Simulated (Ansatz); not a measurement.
# Rb on Ag(100): change of the work function, part 3 of 4

How does one ordered layer of Rb (hollow site) change the work function of Ag(100), and what dipole does each adsorbate carry?

Ansatz 0.2.0; plane-wave DFT, PBE, Ansatz PAW.

So far, work function, upper face (eV): step 2 (the clean slab) 4.20; step 3 (the covered slab) 1.65; step 5 (the covered slab, atoms frozen) 1.65.

## (6) The substrate alone

System of this step: Rb/Ag(100), substrate alone, atoms held. The cell holds 16 atoms: 16 Ag. Cell: a = 5.784 Å, b = 5.784 Å, c = 27.475 Å, α = 90.0°, β = 90.0°, γ = 90.0°. Vacuum lies along c.

The second part, atoms unmoved.

input.yaml reads:

```yaml
crystal:
  lattice:
    - [5.7841334702, 0.0, 0.0]
    - [0.0, 5.7841334702, 0.0]
    - [0.0, 0.0, 27.4748445606]
  atoms:
    - { symbol: Ag, position: [0.25, 0.25, 0.3275723719] }
    - { symbol: Ag, position: [0.0, 0.0, 0.4020040941] }
    - { symbol: Ag, position: [0.25, 0.25, 0.4792827255] }
    - { symbol: Ag, position: [-0.0016531138, -0.0016531138, 0.5554926131] }
    - { symbol: Ag, position: [0.25, 0.75, 0.3275723719] }
    - { symbol: Ag, position: [0.0, 0.5, 0.4020040941] }
    - { symbol: Ag, position: [0.25, 0.75, 0.4790619732] }
    - { symbol: Ag, position: [-0.0016531138, 0.5016531138, 0.5554926131] }
    - { symbol: Ag, position: [0.75, 0.25, 0.3275723719] }
    - { symbol: Ag, position: [0.5, 0.0, 0.4020040941] }
    - { symbol: Ag, position: [0.75, 0.25, 0.4790619732] }
    - { symbol: Ag, position: [0.5016531138, -0.0016531138, 0.5554926131] }
    - { symbol: Ag, position: [0.75, 0.75, 0.3275723719] }
    - { symbol: Ag, position: [0.5, 0.5, 0.4020040941] }
    - { symbol: Ag, position: [0.75, 0.75, 0.4786226773] }
    - { symbol: Ag, position: [0.5016531138, 0.5016531138, 0.5554926131] }
kpoints:
  mp_grid: { grid: [5, 5, 1] }
hamiltonian:
  xc: pbe
scf:
  occupations: { method: fermi_dirac, width: 0.1 }
  convergence: { dr2_threshold: 1.0e-08 }
efield:
  axis: 3
  dipole_correction: true
  ramp_position: 0.97
  ramp_width: 0.06
output:
  write_potential: true
  write_density: true
  volumetric_format: npy
```

The run is started by

```
ansatz run input.yaml --threads 4 --pin off --max-ram 6144MiB --backend cpu --events-out ev --progress --plain --runs-dir out
```

The program printed:

```text
[...]
Crystal: 16 atoms, lattice volume = 919.204 Å³
Basis set: ecut = 420 eV, 18023 PW (Γ)
Bands: 183, of which v1, the nominal top of the filled ones, is band 152 counted from 1 (151 counted from 0)
Symmetry: 8 space group operations
[...]
k-points: 6 of 25
[...]
SCF iter   1: F=—  HF=-121445.409886 eV  |F-HF|=—  |Δ(HF+E_count)|=         —  Δρ=9.37e-4  dr2=2.82e-2  ethr=1.77e-3  p=-0.004 e·Å  D=-8.55e-4 V/Å  ΔV_dip=0.02 eV  dr2_dipole=7.97e-4  V_vac-E_F(+/−)=4.15/4.13 eV  ⟨swp⟩=6.7  Hψ=4360  notcnv=0  defer=54
[...]
SCF iter   8: F=-121445.428574 eV  HF=-121445.428574 eV  |F-HF|=5.24e-9  |Δ(HF+E_count)|=   1.19e-7  Δρ=8.16e-7  dr2=8.41e-9  ethr=3.29e-12  p=-0.003 e·Å  D=-6.89e-4 V/Å  ΔV_dip=0.02 eV  dr2_dipole=6.12e-11  V_vac-E_F(+/−)=4.22/4.20 eV  ⟨swp⟩=20.7  Hψ=5428  notcnv=0
SCF 1 converged in 8 iterations: F = -121445.428574 eV  dr2 = 8.41e-9
[...]
SCF converged after 8 iterations
Free energy (F): -121445.428574 eV
[...]
Internal energy: -121445.295078 eV  (E = F + TS)
E sigma→0 (E₀):  -121445.361826 eV
Entropy (-TS):   -0.133495 eV (-8.343 meV/atom)
Fermi energy:    2.234976 eV
Dipole field:    D = -0.000684 V/Å  (p = -0.003474 e·Å, saw-weighted, corrected)
Work function:   Φ+ = 4.2168 eV   Φ− = 4.1980 eV
[...]
--- Band table (eV; the first three rows and the last of 6) ---
  k-point 0: bands = [... 148 lower, 1.7857, 1.8022, 1.8022, 1.9263, 2.3469, 2.3469, 2.3791, 2.3827, ... 27 higher]
  k-point 1: bands = [... 148 lower, 0.5980, 2.0325, 2.0442, 2.2124, 2.4783, 2.7108, 2.7344, 3.8039, ... 27 higher]
  k-point 2: bands = [... 148 lower, 0.5609, 1.4291, 2.6017, 2.6055, 2.9376, 3.3523, 3.3548, 3.6089, ... 27 higher]
  k-point 5: bands = [... 148 lower, 0.0501, 0.5163, 0.5163, 1.4633, 1.4846, 2.4160, 2.4175, 3.4107, ... 27 higher]
```

The job ended after 43 s (4 threads of Arm Neoverse V1, shared host; peak memory 3.3 GiB; 2.8 min of CPU time).

This step gave:

```yaml
energy_at_zero_smearing: -121445.3618 eV
work_function_upper_face: 4.217 eV
dipole_along_the_normal: -0.003474 e·Å
```

The work function of the upper face is 4.22 eV.

## (7) The adsorbate layer alone

System of this step: Rb/Ag(100), adsorbate layer alone, atoms held. The cell holds 1 atom: 1 Rb. Its edges and angles: a = 5.784 Å, b = 5.784 Å, c = 27.475 Å, α = 90.0°, β = 90.0°, γ = 90.0°. Vacuum lies along c.

The third part; a free layer of atoms may carry a moment, so spin is on.

input.yaml, the sections that differ from step 6:

```yaml
crystal:
  lattice:
    - [5.7841334702, 0.0, 0.0]
    - [0.0, 5.7841334702, 0.0]
    - [0.0, 0.0, 27.4748445606]
  atoms:
    - { symbol: Rb, position: [0.25, 0.25, 0.6598692544], spin: 1.0 }
magnetization:
  spin_polarized: true
# kpoints, hamiltonian, scf, efield, output: as in step 6
```

The program printed:

```text
[...]
Crystal: 1 atoms, lattice volume = 919.204 Å³
Basis set: ecut = 420 eV, 18023 PW (Γ)
Bands: 9, of which v1, the nominal top of the filled ones, is band 5 counted from 1 (4 counted from 0)
Symmetry: 8 space group operations
k-points: 6 of 25
[...]
Starting moments: Σ|m| = 1 μB on 1 of 1 site
[...]
SCF iter   1: F=—  HF=-3266.785030 eV  |F-HF|=—  |Δ(HF+E_count)|=         —  Δρ=5.65e-3 (↑5.65e-3 ↓5.06e-3)  dr2=2.86e-2  dr2_m=2.41e-1  M=0.107 μB ∫|m|=0.112 μB  β_m=0.30  ethr=2.64e-4  p=-0.000 e·Å  D=-4.41e-9 V/Å  ΔV_dip=0.00 eV  dr2_dipole=3.65e-11  V_vac-E_F(+/−)=2.35/2.35 eV  ⟨swp⟩=1.2  Hψ=1292  notcnv=0
[...]
eigensolver tolerance schedule calibrated: the retry pair's looser diagonalisation under-reported the residual by θ = 0.17 (0.16/decade); ethr = c·dr2/N_el runs at the constant in force after the calibration composes with the one it found (an armed cap, an earlier calibration), c = 4.0e-2
[...]
spin=Collinear: LDOS preconditioning applied to the charge; magnetization (m = ρ↑ − ρ↓) channel mixes plain (no charge-response kernel on spin).
SCF iter   2: F=—  HF=-3266.868939 eV  |F-HF|=—  |Δ(HF+E_count)|=   8.39e-2  Δρ=3.96e-3 (↑3.96e-3 ↓3.66e-3)  dr2=1.77e-2  dr2_m=1.22e-1  M=0.087 μB ∫|m|=0.090 μB  β_m=0.30  ethr=1.27e-4  p=0.000 e·Å  D=1.39e-7 V/Å  ΔV_dip=-0.00 eV  dr2_dipole=1.87e-10  V_vac-E_F(+/−)=2.36/2.36 eV  ⟨swp⟩=2.2  Hψ=153  notcnv=0  κ⁻¹=1.0e0(r=1)
[...]
SCF iter   8: F=—  HF=-3266.957343 eV  |F-HF|=—  |Δ(HF+E_count)|=   1.39e-3  Δρ=4.93e-4 (↑4.90e-4 ↓4.93e-4)  dr2=2.94e-7  dr2_m=2.03e-3  M=0.026 μB ∫|m|=0.026 μB  β_m=0.38  ethr=2.95e-8  p=0.000 e·Å  D=2.83e-6 V/Å  ΔV_dip=-0.00 eV  dr2_dipole=9.88e-12  V_vac-E_F(+/−)=2.32/2.32 eV  ⟨swp⟩=2.3  Hψ=182  notcnv=0
[...]
spin-set hold released at iteration 8 (site moments contracting): the magnetisation degrees of freedom join the quasi-Newton model from the next iteration; the mixer history was flushed
SCF iter   9: F=—  HF=-3266.958208 eV  |F-HF|=—  |Δ(HF+E_count)|=   8.65e-4  Δρ=3.14e-4 (↑3.12e-4 ↓3.14e-4)  dr2=1.46e-7  dr2_m=8.25e-4  M=0.021 μB ∫|m|=0.021 μB  β_m=0.59  ethr=1.30e-9  p=0.000 e·Å  D=3.00e-6 V/Å  ΔV_dip=-0.00 eV  dr2_dipole=4.35e-12  V_vac-E_F(+/−)=2.32/2.32 eV  ⟨swp⟩=3.0  Hψ=230  notcnv=0
density mixer auto → msr1: a metal under ldos (density of states about μ 0.83 of a free-electron gas's, 30 screened modes)
SCF iter  10: F=—  HF=-3266.958849 eV  |F-HF|=—  |Δ(HF+E_count)|=   6.40e-4  Δρ=1.64e-5 (↑1.63e-5 ↓1.64e-5)  dr2=1.54e-8  dr2_m=2.25e-6  M=0.008 μB ∫|m|=0.008 μB  β_m=0.79  ethr=6.47e-10  p=0.000 e·Å  D=3.35e-6 V/Å  ΔV_dip=-0.00 eV  dr2_dipole=9.91e-14  V_vac-E_F(+/−)=2.32/2.32 eV  ⟨swp⟩=4.3  Hψ=271  notcnv=0
[...]
SCF iter  14: F=-3266.958870 eV  HF=-3266.958870 eV  |F-HF|=2.42e-10  |Δ(HF+E_count)|=   3.62e-9  Δρ=2.87e-8 (↑2.87e-8 ↓2.45e-8)  dr2=2.64e-12  dr2_m=5.56e-12  M=0.000 μB ∫|m|=0.000 μB  ethr=1.00e-12  p=0.000 e·Å  D=3.42e-6 V/Å  ΔV_dip=-0.00 eV  dr2_dipole=3.21e-14  V_vac-E_F(+/−)=2.32/2.32 eV  ⟨swp⟩=4.2  Hψ=328  notcnv=0
SCF 1 converged in 14 iterations: F = -3266.958870 eV  dr2 = 2.64e-12
[...]
WARN: the starting moments were not kept: the SCF closed with an absolute magnetisation of 1.5e-5 μB, where they sum to 1 μB in size (1 site). That is at most 0.1 of that sum. Measured as dr2_m measures the in/out step, that magnetisation stands 5.2e-12 eV from none, at or under the dr2_threshold of 1.0e-8 eV: it is no larger than a step whose dr2_m would equal this threshold. The system may hold no moment; this SCF  [...]
[...]
SCF converged after 14 iterations
Magnetization: 0.0000 μB (4.5000 up, 4.5000 down)
Absolute magnetization: 0.0000 μB (∫|ρ↑−ρ↓|, with the PAW one-centre terms)
[...]
Per-site moments (μB) at R_I (Å): [(1.407706e-6, 2.385955)]
Free energy (F): -3266.958870 eV
[...]
Internal energy: -3266.906622 eV  (E = F + TS)
E sigma→0 (E₀):  -3266.932746 eV
Entropy (-TS):   -0.052248 eV (-52.248 meV/atom)
Fermi energy:    -1.842344 eV
Dipole field:    D = 0.000004 V/Å  (p = 0.000018 e·Å, saw-weighted, corrected)
Work function:   Φ+ = 2.3172 eV   Φ− = 2.3173 eV
[...]
--- Band table (eV; the first three rows and the last of 12) ---
[...]
```

Wall time 6.4 s (4 threads); peak memory 0.87 GiB; 24 s of CPU time.

Numbers from this step:

| Item | Value |
| --- | --- |
| energy at zero smearing | -3266.9327 eV |
| work function, upper face | 2.317 eV |
| dipole along the normal | 1.79e-5 e·Å |

At this spacing and smearing the free layer keeps no moment.

## (8) Where the charge went

This step: plane-wave DFT, PBE, Ansatz PAW; density difference on adsorption (Ansatz 0.2.0).

The densities of the parts are taken from that of the whole and averaged over planes; the first moment of what is left gives the step in the potential.

Numbers from this step:

| Property | Result |
| --- | --- |
| largest charge moved | 0.006757 e/Å² |
| potential step from the moved charge | -2.563 eV |

Planar mean, whole system less its parts. Table of electron density difference by z:

```csv
z (Å),electron density difference (e/Å³)
4,-5.7e-7
5,-2.9e-6
6,-1.0e-5
7,-9.3e-6
8,8.4e-5
9,-2.1e-5
10,-1.6e-4
11,-1.0e-5
12,4.8e-5
13,1.3e-4
14,1.4e-4
15,-0.00150
16,0.00528
17,0.00344
18,-0.00266
19,-0.00154
20,-0.00161
21,-4.6e-4
22,-4.8e-5
23,1.2e-5
24,9.6e-6
25,3.7e-6
26,1.1e-6
27,2.3e-7
```

Planar mean, whole system less its parts. The electrons moved below z by z:

```csv
z (Å),electrons moved below z (e/Å²)
4,-3.0e-7
5,-1.9e-6
6,-8.5e-6
7,-2.1e-5
8,1.7e-5
9,3.9e-5
10,-4.2e-6
11,-4.1e-5
12,-3.1e-5
13,-5.6e-5
14,2.5e-4
15,-0.00110
16,-4.9e-4
17,0.00651
18,0.00504
19,0.00283
20,0.00106
21,1.5e-4
22,-1.8e-5
23,-2.1e-5
24,-8.6e-6
25,-2.6e-6
26,-6.3e-7
```

(Part 3 of 4 ends here.)

[Long decimals in the printed logs are rounded to 6 places.]

[Logs are printed without paths, hosts, clocks, repeated set-up lines and the standing remarks that a program may print on its own settings, such as how far it seeks lower states.]

[Hosts, paths, dates, database ids (printed as entryN), source tags and the programs' standing remarks are cut or masked in the printed files.]

[Maps of the electrostatic potential energy from Ansatz leave out the sawtooth potential of an applied field or a dipole correction, so their vacuum need not be flat; planar profiles and work functions include it.]
